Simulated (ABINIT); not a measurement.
Planning a run of ABINIT 10.8.3 on SiC (Moissanite). The input:

```
acell 3*1.0 Angstrom
rprim 
  3.075999999976 0.000000000005 0.000000000000
  -1.537999999993 2.663894142018 0.000000000000
  0.000000000000 0.000000000000 5.048000000000
ntypat 2
znucl 14 6
natom 4
typat 1 1 2 2
xred 
  0.333333333333 0.666666666667 0.000000000000
  0.666666666667 0.333333333333 0.500000000000
  0.333333333333 0.666666666667 0.385000000000
  0.666666666667 0.333333333333 0.885000000000
pp_dirpath "pseudos"
pseudos "Si.upf, C.upf"
ecut 37
ngkpt 3 3 4
nshiftk 1
shiftk 0 0 0
kptopt 1
chksymbreak 0
istwfk *1
occopt 1
irdwfk 1
optdriver 4
nband 75
gwcalctyp 27
ecutsigx 37
symsigma 0
nkptgw 9
kptgw 
  0.0000000000 0.0000000000 0.0000000000
  0.3333333333 0.0000000000 0.0000000000
  0.3333333333 0.3333333333 0.0000000000
  0.0000000000 0.0000000000 0.2500000000
  0.3333333333 0.0000000000 0.2500000000
  0.3333333333 0.3333333333 0.2500000000
  0.0000000000 0.0000000000 0.5000000000
  0.3333333333 0.0000000000 0.5000000000
  0.3333333333 0.3333333333 0.5000000000
bdgw 
  1 22
  1 22
  1 22
  1 22
  1 22
  1 22
  1 22
  1 22
  1 22
ecuteps 5
irdscr 1
irdqps 1
rhoqpmix 0.3
indata_prefix "in"
outdata_prefix "out"
tmpdata_prefix "tmp"
```

```sh
OMP_NUM_THREADS=1 mpirun -n 4 abinit run.abi > log
```

**Question.** How long will it take on 4 MPI ranks of Arm Neoverse V1, shared host, and how much memory?

It took 23 s; on shared hardware allow 12 s to 46 s. Peak host memory was 1 GiB.

[Paths, hosts, dates, memory and timing lines, banners, echoed tables and standing remarks are left out of the program output.]

[Logs are printed without paths, hosts, clocks, repeated set-up lines and the standing remarks that a program may print on its own settings, such as how far it seeks lower states.]

[Runs of the session that timed out or met a known fault of the program may be left out.]

[Hosts, paths, dates, database ids (printed as entryN), source tags and the programs' standing remarks are cut or masked in the printed files.]

[G0W0 gaps are taken among the corrected bands and points alone; a level outside them can change the order at an edge.]

[Where Ansatz stands beside ABINIT at settings called matched, ABINIT's density can come from a denser mesh and the files from another edition; pairs whose starting gaps differed by over 0.03 eV were left out, so agreement reads better than it is.]
